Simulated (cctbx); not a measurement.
**What is wrong with this refinement?**

Cell a = 5.8470 Å, b = 5.9850 Å, c = 26.4860 Å, α = 90.00°, β = 98.34°, γ = 90.00°; space group P2_1/c (no. 14). The compound is AlPb3SF9.

The data are simulated with cctbx, not measured: Cu Kα, λ = 1.54184 Å, to d = 0.83 Å, 50 % of the full sphere, strongest reflection 40000 counts, noise from counting, a 4 % proportional error and a noise floor of 2 counts (s.d.); no absorption, and some extinction, which the refinements don't model.

An anisotropic refinement with weights 1/σ² prints:

```text
Rint 0.026, 1527 unique reflections to 0.83 A
cycle     R1     wR2    GooF  max shift (A)
   1  0.0490  0.1597   3.794   0.00383
   6  0.0226  0.0622   1.478   0.00029
final R1 0.0226 wR2 0.0622 GooF 1.478  parameters 126  data/parameter 12.1
atom        x        y        z      Ueq    occ   su(xyz)  su(Uiso or U11)
Pb1    0.46787  0.14145  0.69079   0.0056  1.000  0.00005  0.0002
Pb2    0.94545  0.66522  0.69129   0.0071  1.000  0.00005  0.0002
Pb3    0.37130  0.66330  0.56817   0.0071  1.000  0.00005  0.0002
S1     0.65159  0.72599  0.48867   0.0100  1.000  0.00029  0.0008
F1     0.89612  0.17826  0.59492  -0.0205  1.000  0.00043  0.0012  NPD
F2     0.48992  0.73381  0.66453   0.0159  1.000  0.00078  0.0022
F3     0.27438  0.92772  0.75282   0.0110  1.000  0.00072  0.0021
F4     0.76171  0.92201  0.75639   0.0155  1.000  0.00076  0.0024
F5     0.07292  0.93420  0.59405   0.0129  1.000  0.00073  0.0021
Al1    0.72445  0.45576  0.60413   0.0563  1.000  0.00078  0.0024
F6     0.60626  0.04177  0.58586   0.0160  1.000  0.00077  0.0024
F7     0.89409  0.22776  0.52595   0.0131  1.000  0.00074  0.0020
F8     0.90757  0.12536  0.66730   0.0137  1.000  0.00076  0.0022
F9     0.15675  0.35439  0.60941   0.0159  1.000  0.00084  0.0024
difference map: max 1.84 min -2.63 rms 0.33
Q1    0.1059  0.7278  0.9039    4    1.87  0.30 A from F1
Q2    0.1828  0.1421  0.1697    4    0.99  1.58 A from F9
Q3    0.4878  0.2178  0.0621    4    0.98  1.47 A from S1
Q4    0.3710  0.9950  0.4148    4    0.95  0.26 A from F6
Q5    0.2021  0.6591  0.8531    4    0.93  0.80 A from F8
Q6    0.1638  0.1001  0.8832    4    0.93  1.11 A from Al1
```

Q: Accept it or mend it, and why?

Mend it. The fault: elements exchanged: Al1 is F and F1 is Al. Against the right model at the same level, R1 goes from 0.0182 to 0.0226 and GooF from 1.02 to 1.48, U of F1 shrinks from 0.0144 to -0.0205 Å², U of Al1 swells from 0.0148 to 0.0563 Å² and F1 goes non-positive-definite. Al1 has 4 electrons too many and its U swells to shed them, as expected; F1 has 4 electrons too few and its U shrinks to make up, as expected.

The compound is AlPb3SF9. The right model at the same level gives:

```text
Rint 0.026, 1527 unique reflections to 0.83 A
cycle     R1     wR2    GooF  max shift (A)
   1  0.0185  0.0439   1.044   0.00181
   3  0.0182  0.0429   1.020   0.00029
final R1 0.0182 wR2 0.0429 GooF 1.020  parameters 126  data/parameter 12.1
atom        x        y        z      Ueq    occ   su(xyz)  su(Uiso or U11)
Pb1    0.46784  0.14149  0.69080   0.0058  1.000  0.00003  0.0001
Pb2    0.94548  0.66520  0.69131   0.0074  1.000  0.00003  0.0001
Pb3    0.37132  0.66331  0.56819   0.0073  1.000  0.00003  0.0001
S1     0.65136  0.72595  0.48868   0.0106  1.000  0.00020  0.0006
Al1    0.89585  0.17809  0.59491   0.0144  1.000  0.00030  0.0008
F1     0.49008  0.73338  0.66451   0.0166  1.000  0.00054  0.0015
F2     0.27401  0.92803  0.75287   0.0110  1.000  0.00049  0.0015
F3     0.76138  0.92238  0.75633   0.0155  1.000  0.00052  0.0017
F4     0.07337  0.93339  0.59408   0.0128  1.000  0.00051  0.0014
F5     0.72414  0.45576  0.60425   0.0148  1.000  0.00052  0.0016
F6     0.60621  0.04171  0.58580   0.0155  1.000  0.00052  0.0016
F7     0.89306  0.22744  0.52585   0.0134  1.000  0.00051  0.0014
F8     0.90764  0.12582  0.66731   0.0137  1.000  0.00053  0.0015
F9     0.15747  0.35546  0.60928   0.0158  1.000  0.00058  0.0016
difference map: max 0.96 min -2.59 rms 0.32
Q1    0.4835  0.2185  0.0650    4    1.01  1.52 A from S1
Q2    0.4615  0.1779  0.8687    4    0.98  1.02 A from F1
Q3    0.1857  0.1344  0.1712    4    0.93  1.62 A from F9
Q4    0.2382  0.7141  0.7308    4    0.93  1.41 A from F2
Q5    0.1313  0.0992  0.3682    4    0.90  1.64 A from F8
Q6    0.3829  0.0740  0.1700    4    0.86  1.84 A from Pb1
```

Isotropic U is held between 0.0001 and 1 Å² by the program, and listed peak heights are interpolated, so they can pass the grid's maximum.

This is a model crystal, built by substitution and not relaxed, with assumed displacement parameters.

[Middle refinement cycles are left out of these outputs.]

[Logs are printed without paths, hosts, clocks, repeated set-up lines and the standing remarks that a program may print on its own settings, such as how far it seeks lower states.]
